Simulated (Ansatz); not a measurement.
# BiN (model cell, started as CsCl type): a soft mode frozen in, part 2 of 3

Wanted: the energy along a soft mode of BiN (model cell, started as CsCl type) and the structure at the end.

Ansatz 0.2.0; DFT PBEsol, scalar-relativistic, plane waves, PAW.

So far, highest frequency on path, mesh or solved points (cm⁻¹): step 2 (response at finite wavevector) 321. Also lowest frequency on the path (cm⁻¹): step 2 -256.

The structure was built from a prototype and need not be the compound's stable phase.

**4. The mode frozen in, largest atomic shift 0.32 Å**

The atoms are moved along the unstable eigenvector, the largest shift by 0.32 Å, with the cell fixed.

The input, input.yaml:

```yaml
crystal:
  lattice:
    - [-3.1375731501, 3.1375731501, 0.0]
    - [-3.1375731501, -3.1375731501, -3.1375731501]
    - [-3.1375731501, -3.1375731501, 3.1375731501]
  atoms:
    - { symbol: Bi, position: [0.0, 0.4969235076, 0.5030764924] }
    - { symbol: Bi, position: [0.5, 0.2469235076, 0.2530764924] }
    - { symbol: Bi, position: [0.0, 1.0030764924, 0.9969235076] }
    - { symbol: Bi, position: [0.5, 0.7530764924, 0.7469235076] }
    - { symbol: "N", position: [0.5, 0.213941212, 0.713941212] }
    - { symbol: "N", position: [0.0, 0.036058788, 0.536058788] }
    - { symbol: "N", position: [0.5, 0.786058788, 0.286058788] }
    - { symbol: "N", position: [0.0, 0.463941212, -0.036058788] }
kpoints:
  mp_grid: { grid: [8, 8, 8] }
hamiltonian:
  xc: pbesol
scf:
  occupations: { method: methfessel_paxton, width: 0.2 }
output:
  forces: true
  stress: true
  eigenvalues: true
```

Command:

```bash
> ansatz run input.yaml --threads 4 --pin off --max-ram 7168MiB --backend cpu --events-out ev --progress --plain --runs-dir out
```

Output:

```text
[...]
Crystal: 8 atoms, lattice volume = 123.550 Å³
Basis set: ecut = 420 eV, 2391 PW (Γ), exchange–correlation on 60×80×80 points (8 copies of the dense FFT grid, shifted against one another)
Bands: 48, of which v1, the nominal top of the filled ones, is band 40 counted from 1 (39 counted from 0)
Symmetry: 8 space group operations
[...]
k-points: 105 of 512
[...]
k-point 0: bands = [... 36 lower, 12.1704, 12.2190, 13.0113, 13.8860, 14.6981, 14.7012, 16.7064, 17.1790, ... 4 higher]
  k-point 1: bands = [... 36 lower, 12.1834, 12.3441, 12.9863, 13.7738, 14.4334, 15.5304, 16.5848, 17.0829, ... 4 higher]
  k-point 2: bands = [... 36 lower, 12.7069, 12.7550, 12.9797, 13.5445, 14.6896, 16.2653, 16.5636, 16.7142, ... 4 higher]
  k-point 104: bands = [... 36 lower, 12.9406, 12.9406, 13.9489, 13.9489, 14.4714, 14.4714, 16.0649, 16.0649, ... 4 higher]
[key lines of the parts left out:]
SCF converged after 7 iterations
Free energy (F): -50472.434501 eV
Fermi energy:    14.240959 eV
P = ⅓ Tr σ = 3.9810 GPa (39.810 kbar)
```

Run time: 7.4 s. Hardware: 4 threads of Arm Neoverse V2, shared host; peak memory 0.74 GiB.

Read from the output:

```yaml
pressure: 3.981 GPa
energy_from_the_undistorted_cell: -47.54 meV/atom
```

The energy, extrapolated to zero smearing, is -47.54 meV/atom against the undistorted cell.

The run ends at a pressure of 3.98 GPa, with forces up to 0.74 eV/Å.

**5. Energy along the mode, all amplitudes (two of the runs are shown above)**

An imaginary frequency means negative curvature, so the energy should fall and then rise again as anharmonic terms take over.

Numbers from this step:

```yaml
depth_at_the_lowest_point_sampled: 47.54 meV/atom
largest_atomic_shift_at_that_point: 0.32 Å
```

Energy from the parent against largest atomic shift:

```
largest atomic shift (Å)  energy from the parent (meV/atom)
                   0.000                                  0
                   0.040                              -1.56
                   0.080                              -5.81
                   0.140                              -16.3
                   0.220                              -33.3
                   0.320                              -47.5
                   0.450                              -38.9
                   0.600                               22.2
```

Displacement at unit largest shift by atom:

```
atom   x (Å)   y (Å)   z (Å)   size
 Bi1   0.000   0.000   0.060  0.060
 Bi2   0.000   0.000   0.060  0.060
 Bi3   0.000   0.000  -0.060  0.060
 Bi4   0.000   0.000  -0.060  0.060
  N5   0.707   0.707   0.000  1.000
  N6  -0.707  -0.707   0.000  1.000
  N7  -0.707  -0.707   0.000  1.000
  N8   0.707   0.707   0.000  1.000
```

The lowest step is at 0.32 Å, 47.5 meV/atom below the parent, and the energy rises beyond it.

**6. Relaxing from the distorted cell**

Starting from the lowest point found, all atoms and the cell are let go, so that strain and other modes of the same symmetry can join in.

input.yaml: that of step 4 with these lines changed.

```diff
@@ -24 +24,6 @@
   eigenvalues: true
+relax:
+  adjacent_minimum: "off"
+  f_tol: 0.002
+  max_steps: 120
+  cell: { stress_tol: 0.03 }
```

Output:

```text
[...]
Crystal: 8 atoms, lattice volume = 123.550 Å³
Basis set: ecut = 420 eV, 2391 PW (Γ), exchange–correlation on 60×80×80 points (8 copies of the dense FFT grid, shifted against one another)
Bands: 48, of which v1, the nominal top of the filled ones, is band 40 counted from 1 (39 counted from 0)
Symmetry: 8 space group operations
[...]
k-points: 105 of 512
[...]
SCF iter   1: F=—  HF=-50472.499524 eV  |F-HF|=—  |Δ(HF+E_count)|=         —  Δρ=1.51e-2  dr2=3.48e-1  ethr=1.77e-3  ⟨swp⟩=5.3  Hψ=18532  notcnv=0
[...]
SCF iter   7: F=-50472.434501 eV  HF=-50472.434501 eV  |F-HF|=1.11e-8  |Δ(HF+E_count)|=   2.50e-8  S|Δr|=    0.00e0  Δρ=2.62e-6  dr2=1.74e-8  ethr=1.25e-10  ⟨swp⟩=9.9  Hψ=23646  notcnv=0
SCF 1 converged in 7 iterations: F = -50472.434501 eV  dr2 = 1.74e-8
[...]
relax step   1: F+E_penalty+E_count = -50472.43450129 eV  Δ(F+E_penalty+E_count) = +0.000e0 eV  max|allowed force component| = 7.357e-1 eV/Å  Δτ_max = 0.0000 Å  P = +3.981 GPa  Ω = 123.550 Å³  (7 SCF iters, dr2 threshold 1.00e-7 eV, accepted)
Crystal: 8 atoms, lattice volume = 136.116 Å³
Basis set: ecut = 420 eV, 2667 PW (Γ), exchange–correlation on 60×80×80 points (8 copies of the dense FFT grid, shifted against one another)
[...]
SCF iter   7: F=-50472.157937 eV  HF=-50472.157937 eV  |F-HF|=5.76e-8  |Δ(HF+E_count)|=   1.35e-7  S|Δr|=    0.00e0  Δρ=5.95e-6  dr2=1.03e-7  ethr=1.00e-9  ⟨swp⟩=6.4  Hψ=20749  notcnv=0
SCF 2 converged in 7 iterations: F = -50472.157937 eV  dr2 = 1.03e-7
[...]
relax step   2: F+E_penalty+E_count = -50472.15793680 eV  Δ(F+E_penalty+E_count) = +2.766e-1 eV  max|allowed force component| = 1.672e0 eV/Å  Δτ_max = 0.1553 Å  P = -1.900 GPa  Ω = 136.116 Å³  energy of the carried Pulay correction = -2.563e-2 eV  (7 SCF iters, dr2 threshold 8.00e-7 eV, rejected (line search))
Crystal: 8 atoms, lattice volume = 131.116 Å³
Basis set: ecut = 420 eV, 2523 PW (Γ), exchange–correlation on 60×80×80 points (8 copies of the dense FFT grid, shifted against one another)
[...]
SCF iter  10: F=-50472.665777 eV  HF=-50472.665777 eV  |F-HF|=1.46e-11  |Δ(HF+E_count)|=  6.55e-11  S|Δr|=    0.00e0  Δρ=5.91e-8  dr2=6.53e-12  ethr=1.00e-12  ⟨swp⟩=7.1  Hψ=25161  notcnv=0
SCF 3 converged in 10 iterations: F = -50472.665777 eV  dr2 = 6.53e-12
[...]
relax step   3: F+E_penalty+E_count = -50472.66577684 eV  Δ(F+E_penalty+E_count) = -2.313e-1 eV  max|allowed force component| = 4.294e-1 eV/Å  Δτ_max = 0.0729 Å  P = -1.410 GPa  Ω = 131.116 Å³  energy of the carried Pulay correction = -1.573e-2 eV  (10 SCF iters, accepted)
[... from here on, the SCF cycles and remarks between the steps are left out ...]
relax step   4: F+E_penalty+E_count = -50472.76467293 eV  Δ(F+E_penalty+E_count) = -9.890e-2 eV  max|allowed force component| = 3.079e-1 eV/Å  Δτ_max = 0.1000 Å  P = -0.660 GPa  Ω = 132.710 Å³  energy of the carried Pulay correction = -1.893e-2 eV  (6 SCF iters, dr2 threshold 8.00e-7 eV, accepted)
relax step   5: F+E_penalty+E_count = -50472.81108070 eV  Δ(F+E_penalty+E_count) = -4.641e-2 eV  max|allowed force component| = 2.351e-1 eV/Å  Δτ_max = 0.1462 Å  P = +0.509 GPa  Ω = 135.485 Å³  energy of the carried Pulay correction = -2.440e-2 eV  (7 SCF iters, dr2 threshold 8.00e-7 eV, accepted)
relax step   6: F+E_penalty+E_count = -50472.87132331 eV  Δ(F+E_penalty+E_count) = -6.024e-2 eV  max|allowed force component| = 1.190e-1 eV/Å  Δτ_max = 0.0402 Å  P = -0.345 GPa  Ω = 136.466 Å³  energy of the carried Pulay correction = -2.631e-2 eV  (6 SCF iters, dr2 threshold 8.00e-7 eV, accepted)
relax step   7: F+E_penalty+E_count = -50472.95078075 eV  Δ(F+E_penalty+E_count) = -7.946e-2 eV  max|allowed force component| = 1.138e-1 eV/Å  Δτ_max = 0.0212 Å  P = +0.272 GPa  Ω = 135.689 Å³  energy of the carried Pulay correction = -2.480e-2 eV  (6 SCF iters, dr2 threshold 8.00e-7 eV, accepted)
relax step   8: F+E_penalty+E_count = -50473.07578415 eV  Δ(F+E_penalty+E_count) = -1.250e-1 eV  max|allowed force component| = 2.262e-1 eV/Å  Δτ_max = 0.0561 Å  P = +0.371 GPa  Ω = 136.008 Å³  energy of the carried Pulay correction = -2.542e-2 eV  (6 SCF iters, dr2 threshold 8.00e-7 eV, accepted)
relax step   9: F+E_penalty+E_count = -50473.21497506 eV  Δ(F+E_penalty+E_count) = -1.392e-1 eV  max|allowed force component| = 1.481e-1 eV/Å  Δτ_max = 0.0053 Å  P = +0.339 GPa  Ω = 135.117 Å³  energy of the carried Pulay correction = -2.368e-2 eV  (6 SCF iters, dr2 threshold 8.00e-7 eV, accepted)
relax step  10: F+E_penalty+E_count = -50473.40355599 eV  Δ(F+E_penalty+E_count) = -1.886e-1 eV  max|allowed force component| = 2.899e-2 eV/Å  Δτ_max = 0.0170 Å  P = -0.041 GPa  Ω = 133.318 Å³  energy of the carried Pulay correction = -2.014e-2 eV  (6 SCF iters, dr2 threshold 8.00e-7 eV, accepted)
relax step  11: F+E_penalty+E_count = -50473.43767282 eV  Δ(F+E_penalty+E_count) = -3.412e-2 eV  max|allowed force component| = 7.037e-2 eV/Å  Δτ_max = 0.0254 Å  P = -0.383 GPa  Ω = 132.276 Å³  energy of the carried Pulay correction = -1.806e-2 eV  (6 SCF iters, dr2 threshold 8.00e-7 eV, accepted)
relax step  12: F+E_penalty+E_count = -50473.44238843 eV  Δ(F+E_penalty+E_count) = -4.716e-3 eV  max|allowed force component| = 1.076e-2 eV/Å  Δτ_max = 0.0059 Å  P = +0.183 GPa  Ω = 131.842 Å³  energy of the carried Pulay correction = -1.720e-2 eV  (4 SCF iters, dr2 threshold 8.00e-7 eV, accepted)
relax step  13: F+E_penalty+E_count = -50473.44028335 eV  Δ(F+E_penalty+E_count) = +2.105e-3 eV  max|allowed force component| = 3.683e-2 eV/Å  Δτ_max = 0.0038 Å  P = -0.365 GPa  Ω = 132.499 Å³  energy of the carried Pulay correction = -1.851e-2 eV  (6 SCF iters, dr2 threshold 1.71e-7 eV, rejected (line search))
relax step  14: F+E_penalty+E_count = -50473.44223771 eV  Δ(F+E_penalty+E_count) = +1.507e-4 eV  max|allowed force component| = 3.226e-3 eV/Å  Δτ_max = 0.0015 Å  P = +0.004 GPa  Ω = 132.020 Å³  energy of the carried Pulay correction = -1.755e-2 eV  (9 SCF iters, accepted)
relax step  15: F+E_penalty+E_count = -50473.44216214 eV  Δ(F+E_penalty+E_count) = +7.557e-5 eV  max|allowed force component| = 5.826e-3 eV/Å  Δτ_max = 0.0013 Å  P = -0.003 GPa  Ω = 132.057 Å³  energy of the carried Pulay correction = -1.763e-2 eV  (5 SCF iters, dr2 threshold 4.21e-9 eV, rejected (line search))
[...]
relax step  29: F+E_penalty+E_count = -50474.39545472 eV  Δ(F+E_penalty+E_count) = -9.817e-2 eV  max|allowed force component| = 5.093e-3 eV/Å  Δτ_max = 0.0000 Å  P = +0.606 GPa  Ω = 138.614 Å³  stress off target by 1.91e0 GPa  SCF on the basis re-selected at this cell (its energy is not comparable with the rows above)  (8 SCF iters)
relax step  30: F+E_penalty+E_count = -50474.41403102 eV  Δ(F+E_penalty+E_count) = -1.858e-2 eV  max|allowed force component| = 1.768e-2 eV/Å  Δτ_max = 0.0134 Å  P = +0.432 GPa  Ω = 139.650 Å³  energy of the carried Pulay correction = -2.204e-3 eV  (6 SCF iters, dr2 threshold 8.00e-7 eV, accepted)
relax step  31: F+E_penalty+E_count = -50474.43198335 eV  Δ(F+E_penalty+E_count) = -1.795e-2 eV  max|allowed force component| = 1.274e-2 eV/Å  Δτ_max = 0.0209 Å  P = +0.463 GPa  Ω = 141.130 Å³  energy of the carried Pulay correction = -5.534e-3 eV  (8 SCF iters, dr2 threshold 8.00e-7 eV, accepted)
relax step  32: F+E_penalty+E_count = -50474.43441019 eV  Δ(F+E_penalty+E_count) = -2.427e-3 eV  max|allowed force component| = 6.648e-2 eV/Å  Δτ_max = 0.0215 Å  P = +0.078 GPa  Ω = 143.936 Å³  energy of the carried Pulay correction = -1.229e-2 eV  (8 SCF iters, dr2 threshold 8.00e-7 eV, accepted)
relax step  33: F+E_penalty+E_count = -50474.43092010 eV  Δ(F+E_penalty+E_count) = +3.490e-3 eV  max|allowed force component| = 1.017e-1 eV/Å  Δτ_max = 0.0257 Å  P = -0.294 GPa  Ω = 144.718 Å³  energy of the carried Pulay correction = -1.431e-2 eV  (8 SCF iters, dr2 threshold 2.76e-7 eV, rejected (line search))
relax step  34: F+E_penalty+E_count = -50474.43607800 eV  Δ(F+E_penalty+E_count) = -1.668e-3 eV  max|allowed force component| = 2.106e-2 eV/Å  Δτ_max = 0.0195 Å  P = +0.070 GPa  Ω = 144.259 Å³  energy of the carried Pulay correction = -1.309e-2 eV  (11 SCF iters, accepted)
relax step  35: F+E_penalty+E_count = -50474.43627714 eV  Δ(F+E_penalty+E_count) = -1.991e-4 eV  max|allowed force component| = 3.501e-3 eV/Å  Δτ_max = 0.0017 Å  P = +0.017 GPa  Ω = 144.284 Å³  energy of the carried Pulay correction = -1.317e-2 eV  (6 SCF iters, dr2 threshold 1.24e-7 eV, accepted)
relax step  36: F+E_penalty+E_count = -50474.43620425 eV  Δ(F+E_penalty+E_count) = +7.290e-5 eV  max|allowed force component| = 5.495e-3 eV/Å  Δτ_max = 0.0003 Å  P = -0.016 GPa  Ω = 144.314 Å³  energy of the carried Pulay correction = -1.324e-2 eV  (6 SCF iters, dr2 threshold 3.77e-9 eV, accepted)
relax step  37: F+E_penalty+E_count = -50474.43620696 eV  Δ(F+E_penalty+E_count) = -2.707e-6 eV  max|allowed force component| = 4.826e-4 eV/Å  Δτ_max = 0.0002 Å  P = +0.000 GPa  Ω = 144.313 Å³  energy of the carried Pulay correction = -1.325e-2 eV  (6 SCF iters, dr2 threshold 3.31e-9 eV, accepted)
relax step  38: F+E_penalty+E_count = -50474.45749371 eV  Δ(F+E_penalty+E_count) = -2.129e-2 eV  max|allowed force component| = 7.356e-4 eV/Å  Δτ_max = 0.0000 Å  P = +0.071 GPa  Ω = 144.313 Å³  stress off target by 3.23e-1 GPa  SCF on the basis re-selected at this cell (its energy is not comparable with the rows above)  (10 SCF iters)
relax step  39: F+E_penalty+E_count = -50474.45768926 eV  Δ(F+E_penalty+E_count) = -1.955e-4 eV  max|allowed force component| = 8.776e-3 eV/Å  Δτ_max = 0.0054 Å  P = +0.114 GPa  Ω = 144.936 Å³  energy of the carried Pulay correction = -1.295e-3 eV  (7 SCF iters, dr2 threshold 2.62e-7 eV, accepted)
relax step  40: F+E_penalty+E_count = -50474.45666740 eV  Δ(F+E_penalty+E_count) = +1.022e-3 eV  max|allowed force component| = 1.192e-3 eV/Å  Δτ_max = 0.0055 Å  P = +0.001 GPa  Ω = 145.741 Å³  energy of the carried Pulay correction = -2.955e-3 eV  (8 SCF iters, dr2 threshold 1.33e-7 eV, accepted)
relax step  41: F+E_penalty+E_count = -50474.45647721 eV  Δ(F+E_penalty+E_count) = +1.902e-4 eV  max|allowed force component| = 1.074e-4 eV/Å  Δτ_max = 0.0008 Å  P = +0.002 GPa  Ω = 145.837 Å³  energy of the carried Pulay correction = -3.161e-3 eV  (7 SCF iters, dr2 threshold 2.37e-9 eV, accepted)
relax step  42: F+E_penalty+E_count = -50474.45999813 eV  Δ(F+E_penalty+E_count) = -3.521e-3 eV  max|allowed force component| = 2.813e-4 eV/Å  Δτ_max = 0.0000 Å  P = +0.009 GPa  Ω = 145.837 Å³  stress off target by 5.03e-2 GPa  SCF on the basis re-selected at this cell (its energy is not comparable with the rows above)  (7 SCF iters)
relax step  43: F+E_penalty+E_count = -50474.45953146 eV  Δ(F+E_penalty+E_count) = +4.667e-4 eV  max|allowed force component| = 1.020e-3 eV/Å  Δτ_max = 0.0019 Å  P = -0.004 GPa  Ω = 146.102 Å³  energy of the carried Pulay correction = -5.282e-4 eV  (8 SCF iters, dr2 threshold 6.32e-9 eV, accepted)
[...]
SCF iter   7: F=-50474.460072 eV  HF=-50474.460072 eV  |F-HF|=0.00e0  |Δ(HF+E_count)|=  7.28e-12  S|Δr|=    0.00e0  Δρ=7.09e-8  dr2=8.84e-12  ethr=1.00e-12  ⟨swp⟩=6.3  Hψ=22258  notcnv=0
SCF 44 converged in 7 iterations: F = -50474.460072 eV  dr2 = 8.84e-12
relax step  44: F+E_penalty+E_count = -50474.46007182 eV  Δ(F+E_penalty+E_count) = -5.404e-4 eV  max|allowed force component| = 1.033e-3 eV/Å  Δτ_max = 0.0000 Å  P = -0.003 GPa  Ω = 146.102 Å³  stress off target by 6.95e-3 GPa  SCF on the basis re-selected at this cell (its energy is not comparable with the rows above)  (7 SCF iters)
[...]
SCF converged after 7 iterations
[...]
Free energy (F): -50474.460072 eV
[...]
Internal energy: -50474.464843 eV  (E = F + TS)
E sigma→0 (E₀):  -50474.461265 eV
Entropy (-TS):   0.004771 eV (0.596 meV/atom)
Fermi energy:    11.681891 eV
Step filling:    the computed levels leave a gap of 0.0010 eV = 0.0 smearing widths at the electron count; against every level under it full and every level over it empty, smearing changes F+E_penalty+E_count by +0.757 meV and its σ→0 estimate by -0.436 meV
[...]
--- Forces (eV/Å), atoms counted from 1 ---
  atom   1  Bi    -0.00085634    -0.00085634     0.00034153
  atom   2  Bi     0.00085634     0.00085634     0.00034153
  atom   3  Bi    -0.00085634    -0.00085634    -0.00034153
  atom   4  Bi     0.00085634     0.00085634    -0.00034153
  atom   5  N      0.00006121     0.00006121     0.00000000
  atom   6  N     -0.00006121    -0.00006121     0.00000000
  atom   7  N     -0.00103317    -0.00103317     0.00000000
  atom   8  N      0.00103317     0.00103317     0.00000000
  max |Σ_I F_I| component: 0.00e0 eV/Å
--- Stress (GPa, compression-positive) ---
       -0.003114       0.003833       0.000000
        0.003833      -0.003114       0.000000
        0.000000       0.000000      -0.003148
  P = ⅓ Tr σ = -0.0031 GPa (-0.031 kbar)
--- Band table (eV; the first three rows and the last of 105) ---
  k-point 0: bands = [... 36 lower, 10.3616, 10.3951, 10.7444, 11.7248, 11.7719, 12.4003, 13.1106, 13.2799, ... 4 higher]
  k-point 1: bands = [... 36 lower, 10.3299, 10.4054, 10.4798, 11.6408, 11.9619, 12.6872, 12.8101, 13.8131, ... 4 higher]
  k-point 2: bands = [... 36 lower, 10.1328, 10.2442, 10.5664, 11.5574, 12.0058, 12.9583, 13.3777, 14.2818, ... 4 higher]
  k-point 104: bands = [... 36 lower, 9.0503, 9.0503, 10.7950, 10.7950, 12.2065, 12.2065, 14.2721, 14.2721, ... 4 higher]
--- Relaxed structure (39 steps of the walk, 33 accepted, 5 SCFs on fresh bases) ---
  F+E_penalty+E_count = -50474.46007182 eV   max|allowed force component| = 1.033e-3 eV/Å   (the final SCF, on the basis selected at the relaxed cell)
  cell:  # Å, volume = 146.1016 Å³
    - [-2.454075, 2.454075, 0.0]
    - [-4.836079, -4.836079, -3.077611]
    - [-4.836079, -4.836079, 3.077611]
  atoms:
    - { symbol: Bi, position: [0.0, 0.502735, 0.521186] }
    - { symbol: Bi, position: [0.500000, 0.228814, 0.247265] }
    - { symbol: Bi, position: [0.0, 1.021186, 1.002735] }
    - { symbol: Bi, position: [0.5, 0.747265, 0.728814] }
    - { symbol: N, position: [0.500000, 0.217809, 0.717809] }
    - { symbol: N, position: [0.0, 0.032191, 0.532191] }
    - { symbol: N, position: [0.5, 0.855235, 0.355235] }
    - { symbol: N, position: [0.0, 0.394765, -0.105235] }
```

The job ended after 7.2 min (4 threads; peak memory 0.85 GiB).

(Continued in part 3 of 3.)

[Long decimals in the printed logs are rounded to 6 places.]

[Logs are printed without paths, hosts, clocks, repeated set-up lines and the standing remarks that a program may print on its own settings, such as how far it seeks lower states.]

[Hosts, paths, dates, database ids (printed as entryN), source tags and the programs' standing remarks are cut or masked in the printed files.]

[Where the starting crystal was built by hand or by swapping elements, it need not be the compound's stable phase.]
